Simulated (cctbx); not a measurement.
## Lattice, Laue class and space group of a new crystal

Cell: a = 5.3130 Å, b = 9.2940 Å, c = 15.1110 Å, α = 90.00°, β = 90.00°, γ = 90.00°. Expected content of the cell: Gd12 Ru28 B8.

Simulated single-crystal data (cctbx): Cu Kα, λ = 1.54184 Å, to d = 0.83 Å, 80 % of the full sphere, strongest reflection 70000 counts, noise from counting, a 6 % proportional error and a noise floor of 4 counts (s.d.); no absorption.

Tests on the unmerged data give:

```text
4372 reflections to d = 0.830 A
centring   violations  <I/sigma> of those
    A        926 of  2202      5.7
    B        926 of  2175      5.8
    C          0 of  2183     -0.0
    I        869 of  2200      5.1
    R       1274 of  2910      5.7
    F        926 of  3280      3.8
Laue class    unique    Rint  (classes that these axes allow; Friedel mates merged)
C 1 2/m 1         729   0.040
C 2/m 1 1         761   0.042
C m m m           425   0.046
space group    extra absences  I>4sigma  <I/sigma>
C 2 2 21               16          0      -0.4  acentric
C 2 2 2                 0          0         -  acentric
C m m 2                 0          0         -  acentric
C m c 21               80          0      -0.0  acentric
C 2 m m                 0          0         -  acentric
C m 2 m                 0          0         -  acentric
C 2 c m                80          0      -0.0  acentric
C m c m                80          0      -0.0  centric
C m m m                 0          0         -  centric
Wilson B = 1.25 A^2   <|E^2-1|> = 1.067 (0.968 centric, 0.736 acentric)   E^2>4: 5.6 %
shell (A)         n   <I/sigma>
15.11 - 1.66     66     19.2
 1.66 - 1.32     50     24.6
 1.32 - 1.15     54     22.9
 1.15 - 1.05     54     22.8
 1.05 - 0.97     57     25.2
 0.97 - 0.91     47     23.5
 0.91 - 0.87     52     26.0
 0.87 - 0.83     45     24.8
```

**Question.** What are the lattice type, the Laue class and the likely space group?

The reflections that C centring forbids are absent (⟨I/σ⟩ near 0), so the lattice is C.

Rint stays low (0.040 to 0.046) up to C m m m, the highest class in these axes.

9 settings pass the absence test. The most absences obeyed, 80, belong to C m c 21, C 2 c m and C m c m, which absences can't tell apart.

⟨|E²−1|⟩ = 1.067 leans to a centrosymmetric structure. The Wilson B of 1.25 Å² means U ≈ 0.0158 Å².

The true group is Cmcm (no. 63), Laue class mmm, centrosymmetric. The tables only narrow the choice to the tied entries; cell content, site symmetry and trial solutions must settle it.

This is a model crystal, built by substitution and not relaxed, with assumed displacement parameters.

[Logs are printed without paths, hosts, clocks, repeated set-up lines and the standing remarks that a program may print on its own settings, such as how far it seeks lower states.]
